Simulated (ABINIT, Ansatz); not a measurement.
# KCaCl3 (Pm-3m): one start, several treatments of the self-energy, part 2 of 2

Aim: compare treatments of exchange, screening and correlation for the gap of KCaCl3 (Pm-3m).

ABINIT 10.8.3; PBEsol and many-body steps on it, plane waves. Known limits of the many-body steps: not at the basis limit; coarse k mesh.

So far. Step 5 (G0W0, Hybertsen-Louie plasmon pole): Against G0W0 in ABINIT (2×2×2 mesh, 123 bands, screening to 114.3 eV, Godby-Needs plasmon pole), the gap moves by +0.163 eV. Step 6 (G0W0, von der Linden-Horsch plasmon pole): Against G0W0 in ABINIT (2×2×2 mesh, 123 bands, screening to 114.3 eV, Godby-Needs plasmon pole), the gap moves by +0.144 eV.

### 7. One-shot Hartree-Fock

This step: one-shot Hartree-Fock on PBEsol, plane waves, norm-conserving pseudopotentials.

Input file run.abi:

```
acell 3*1.0 Angstrom
rprim 
  5.393523000000 0.000000000000 0.000000000000
  0.000000000000 5.393523000000 0.000000000000
  0.000000000000 0.000000000000 5.393523000000
ntypat 3
znucl 19 20 17
natom 5
typat 1 2 3 3 3
xred 
  0.000000000000 0.000000000000 0.000000000000
  0.500000000000 0.500000000000 0.500000000000
  0.000000000000 0.500000000000 0.500000000000
  0.500000000000 0.000000000000 0.500000000000
  0.500000000000 0.500000000000 0.000000000000
pp_dirpath "pseudos"
pseudos "K.upf, Ca.upf, Cl.upf"
ecut 33
ngkpt 2 2 2
nshiftk 1
shiftk 0 0 0
kptopt 1
chksymbreak 0
istwfk *1
occopt 1
irdwfk 1
optdriver 4
nband 24
gwcalctyp 5
ecutsigx 33
symsigma 1
nkptgw 2
kptgw 
  0.5000000000 0.5000000000 0.5000000000
  0.0000000000 0.0000000000 0.0000000000
bdgw 
  18 24
  18 24
ixc_sigma 40
fftgw 31
indata_prefix "in"
outdata_prefix "out"
tmpdata_prefix "tmp"
```

Launch:

```bash
$ OMP_NUM_THREADS=1 mpirun -n 4 abinit run.abi > log
```

Numbers of over 12 decimals in the logs are rounded to 6 here.

Output:

```text
.Version 10.8.3 of ABINIT. v10.8.2 released Aug 2026.

 Symmetries : space group Pm -3 m (#221); Bravais cP (primitive cubic)
[... echo of the input left out ...]
== DATASET  1 ==================================================================
-   mpi_nproc: 4, omp_nthreads: 1 (-1 if OMP is not activated)

--- !DatasetInfo
iteration_state: {dtset: 1, }
dimensions: {natom: 5, nkpt: 4, mband: 24, nsppol: 1, nspinor: 1, nspden: 1, mpw: 9627, }
cutoff_energies: {ecut:  33.0, pawecutdg:  -1.0, }
[...]
Band     E0 <VxcDFT>   SigX SigC(E0)      Z dSigC/dE  Sig(E)    E-E0       E
[...]
23   5.431 -11.616  -5.726   0.000   1.000   0.000  -5.726   5.890  11.321
       24   5.431 -11.616  -5.726   0.000   1.000   0.000  -5.726   5.890  11.321

== END DATASET(S) ==============================================================
================================================================================

 -outvars: echo values of variables after computation  --------
           etotal      0.0000000000E+00
            nband          24
             nkpt           4
          spgroup         221
 [... the other variables as echoed above ...]

 Calculation completed.
```

Run time: 6.5 s. Hardware: 4 MPI ranks of Arm Neoverse N1, shared host; peak memory 1 GiB; 26 s of CPU time.

Numbers from this step:

```
quasiparticle gap on the points computed              : 12.75 eV
starting gap on the mesh                              : 4.647 eV
k of the valence top                                  : 0.5, 0.5, 0.5
k of the conduction bottom                            : 0, 0, 0
least direct quasiparticle gap on the computed points : 13.06 eV
```

Against G0W0 in ABINIT (2×2×2 mesh, 123 bands, screening to 114.3 eV, Godby-Needs plasmon pole), the gap moves by +5.682 eV.

### 8. Screening, 2×2×2 mesh, 123 bands, screening to 114.3 eV

This step: RPA screening on PBEsol, plane waves, norm-conserving pseudopotentials.

Changes to run.abi since step 7:

```diff
@@ -26,16 +26,14 @@
 irdwfk 1
-optdriver 4
-nband 24
-gwcalctyp 5
-ecutsigx 33
-symsigma 1
-nkptgw 2
-kptgw 
-  0.5000000000 0.5000000000 0.5000000000
-  0.0000000000 0.0000000000 0.0000000000
-bdgw 
-  18 24
-  18 24
-ixc_sigma 40
-fftgw 31
+optdriver 3
+nband 123
+ecuteps 4.2
+inclvkb 2
+awtr 1
+symchi 1
+gwcalctyp 2
+nfreqre 16
+freqremax 40 eV
+nfreqim 8
+spmeth 1
+nomegasf 120
 indata_prefix "in"
```

Output:

```text
.Version 10.8.3 of ABINIT. v10.8.2 released Aug 2026.

 Symmetries : space group Pm -3 m (#221); Bravais cP (primitive cubic)
[... echo of the input left out ...]
== DATASET  1 ==================================================================
-   mpi_nproc: 4, omp_nthreads: 1 (-1 if OMP is not activated)

--- !DatasetInfo
iteration_state: {dtset: 1, }
dimensions: {natom: 5, nkpt: 4, mband: 123, nsppol: 1, nspinor: 1, nspden: 1, mpw: 9627, }
cutoff_energies: {ecut:  33.0, pawecutdg:  -1.0, }
electrons: {nelect:   4.00000000E+01, charge:   0.00000000E+00, occopt:   1.00000000E+00, tsmear:   1.00000000E-02, }

 SCREENING: Calculation of the susceptibility and dielectric matrices

 Based on a program developped by R.W. Godby, V. Olevano, G. Onida, and L. Reining.
 Incorporated in ABINIT by V. Olevano, G.-M. Rignanese, and M. Torrent.
.Using double precision arithmetic ; gwpc =  8

[... cell and pseudopotentials left out ...]
--------------------------------------------------------------------------------

 ==== K-mesh for the wavefunctions ====
 Number of points in the irreducible wedge :     4
[... list of points left out ...]
 Together with 48 symmetry operations and time-reversal symmetry
 yields     8 points in the full Brillouin Zone.

 ==== Q-mesh for the screening function ====
 Number of points in the irreducible wedge :     4
[... list of points left out ...]
 Together with 48 symmetry operations and time-reversal symmetry
 yields     8 points in the full Brillouin Zone.

 setmesh: FFT mesh size selected  =    36x   36x   36
          total number of points  =        46656

 vcoul_init : cutoff-mode = AUXILIARY_FUNCTION
 q-points for optical limit:   1
     1)      0.000010    0.000020    0.000030

- screening: taking advantage of time-reversal symmetry
- Maximum band index for partially occupied states nbvw = 20
- Remaining bands to be divided among processors   nbcw = 103
- Number of bands treated by each node ~25

 Number of electrons calculated from density =   40.0000; Expected =   40.0000
 average of density, n =  0.037779
 r_s =    1.8488
 omega_plasma =   18.7490 [eV]

 calculating chi0 at frequencies [eV] :
  1    0.000000E+00    0.000000E+00
  2    2.666667E+00    0.000000E+00
  3    5.333333E+00    0.000000E+00
[...]
23    0.000000E+00    4.775048E+01
 24    0.000000E+00    6.723320E+01

--------------------------------------------------------------------------------
  q-point number  1        q = ( 0.000000, 0.000000, 0.000000) [r.l.u.]
--------------------------------------------------------------------------------
[... chi0 elements left out ...]
  [... further frequencies ...]

 No. of calculated frequencies >  15, stop printing
 For q-point:  0.000010 0.000020 0.000030
  dielectric constant =   2.5643
  dielectric constant without local fields =   3.0136

  Average fulfillment of the sum rule on Im[epsilon] for q-point    1 :     58.77  [%]
[... wings left out ...]
  q-point number  2        q = ( 0.500000, 0.000000, 0.000000) [r.l.u.]
--------------------------------------------------------------------------------
[... chi0 elements left out ...]
  [... further frequencies ...]

 No. of calculated frequencies >  15, stop printing
  Average fulfillment of the sum rule on Im[epsilon] for q-point    2 :     65.01  [%]

 [... 2 further q-points ...]
```

Run time: 75 s. Hardware: 4 MPI ranks; peak memory 2.5 GiB.

This step gave:

| Quantity | Value |
| --- | --- |
| ε∞ with local fields, on this mesh, along the program's q direction | 2.564 |
| the same without local fields | 3.014 |
| plasma frequency | 18.75 eV |
| plane waves in the screening matrix | 461 |

### 9. G0W0, contour deformation

This step: G0W0 on PBEsol, plane waves, norm-conserving pseudopotentials.

Changes to run.abi since step 8:

```diff
@@ -26,14 +26,16 @@
 irdwfk 1
-optdriver 3
+optdriver 4
 nband 123
+gwcalctyp 2
+ecutsigx 33
+symsigma 1
+nkptgw 2
+kptgw 
+  0.5000000000 0.5000000000 0.5000000000
+  0.0000000000 0.0000000000 0.0000000000
+bdgw 
+  18 24
+  18 24
 ecuteps 4.2
-inclvkb 2
-awtr 1
-symchi 1
-gwcalctyp 2
-nfreqre 16
-freqremax 40 eV
-nfreqim 8
-spmeth 1
-nomegasf 120
+irdscr 1
 indata_prefix "in"
```

Output:

```text
.Version 10.8.3 of ABINIT. v10.8.2 released Aug 2026.

 Symmetries : space group Pm -3 m (#221); Bravais cP (primitive cubic)
[... echo of the input left out ...]
== DATASET  1 ==================================================================
-   mpi_nproc: 4, omp_nthreads: 1 (-1 if OMP is not activated)

--- !DatasetInfo
iteration_state: {dtset: 1, }
dimensions: {natom: 5, nkpt: 4, mband: 123, nsppol: 1, nspinor: 1, nspden: 1, mpw: 9627, }
cutoff_energies: {ecut:  33.0, pawecutdg:  -1.0, }
[...]
Band     E0 <VxcDFT>   SigX SigC(E0)      Z dSigC/dE  Sig(E)    E-E0       E
[...]
24   5.431 -11.616  -5.726  -3.036   0.829  -0.206  -9.250   2.366   7.797
       24   0.000   0.000   0.000  -0.000   0.000   0.000  -0.000  -0.000  -0.000

== END DATASET(S) ==============================================================
================================================================================

 -outvars: echo values of variables after computation  --------
           etotal      0.0000000000E+00
            nband         123
             nkpt           4
          spgroup         221
 [... the other variables as echoed above ...]

 Calculation completed.
```

Elapsed: 23 s, on 4 MPI ranks; peak memory 1.8 GiB; 93 s of CPU time.

Numbers from this step:

- G0W0 gap on the points computed: 7.004 eV
- starting gap on the mesh: 4.647 eV
- k of the valence top: 0.5, 0.5, 0.5
- k of the conduction bottom: 0, 0, 0
- least direct G0W0 gap on the computed points: 7.311 eV

Against G0W0 in ABINIT (2×2×2 mesh, 123 bands, screening to 114.3 eV, Godby-Needs plasmon pole), the gap moves by −0.065 eV.

### 10. The runs together

Times are wall times on 4 MPI ranks of Arm Neoverse N1, shared host, good to a factor of about two. A run's time includes the screening step that it read.

```
                                     run   mesh  bands  screening cutoff (eV)  DFT gap (eV)  gap on the mesh (eV)  direct (eV)  ε∞ used   time
          G0W0, Godby-Needs plasmon pole  2×2×2    123                  114.3         4.647                 7.069        7.370     2.55   86 s
      G0W0, Hybertsen-Louie plasmon pole  2×2×2    123                  114.3         4.647                 7.232        7.533     2.55   85 s
G0W0, von der Linden-Horsch plasmon pole  2×2×2    123                  114.3         4.647                 7.213        7.523     2.55   68 s
                   one-shot Hartree-Fock  2×2×2      -                      -         4.647                12.751       13.062        -  6.5 s
               G0W0, contour deformation  2×2×2    123                  114.3         4.647                 7.004        7.311     2.56   98 s
```

### 11. Outcome

```
G0W0, Godby-Needs plasmon pole           : 7.069 eV
G0W0, Hybertsen-Louie plasmon pole       : 7.232 eV
G0W0, von der Linden-Horsch plasmon pole : 7.213 eV
one-shot Hartree-Fock                    : 12.751 eV
G0W0, contour deformation                : 7.004 eV
known limits                             : not at the basis limit; coarse k mesh
```

What this shows: G0W0, Hybertsen-Louie plasmon pole: +0.163 eV against G0W0, Godby-Needs plasmon pole. G0W0, von der Linden-Horsch plasmon pole: +0.144 eV against G0W0, Godby-Needs plasmon pole. One-shot Hartree-Fock: +5.682 eV against G0W0, Godby-Needs plasmon pole. G0W0, contour deformation: −0.065 eV against G0W0, Godby-Needs plasmon pole. Bare exchange alone opens the gap to 12.75 eV; against G0W0, correlation takes back 5.68 eV. Bands and cutoff are finite, so the gap is not at the basis limit. The miss can reach some tenths of an eV and take either sign; the mesh is an error of its own. In the G0W0 runs levels were corrected at 2 k points alone, so a gap called «on the mesh» is the least over those, and an edge elsewhere would be missed. The 2×2×2 mesh is coarse for this cell, which bears on the long-range parts of exchange and screening. This is the ideal cubic cell; many perovskites, halides above all, are cubic only on average, and local tilts or off-centring can widen the gap.

[Paths, hosts, dates, memory and timing lines, banners, echoed tables and standing remarks are left out of the program output.]

[Logs are printed without paths, hosts, clocks, repeated set-up lines and the standing remarks that a program may print on its own settings, such as how far it seeks lower states.]

[Runs of the session that timed out or met a known fault of the program may be left out.]

[Hosts, paths, dates, database ids (printed as entryN), source tags and the programs' standing remarks are cut or masked in the printed files.]

[G0W0 gaps are taken among the corrected bands and points alone; a level outside them can change the order at an edge.]

[Where Ansatz stands beside ABINIT at settings called matched, ABINIT's density can come from a denser mesh and the files from another edition; pairs whose starting gaps differed by over 0.03 eV were left out, so agreement reads better than it is.]
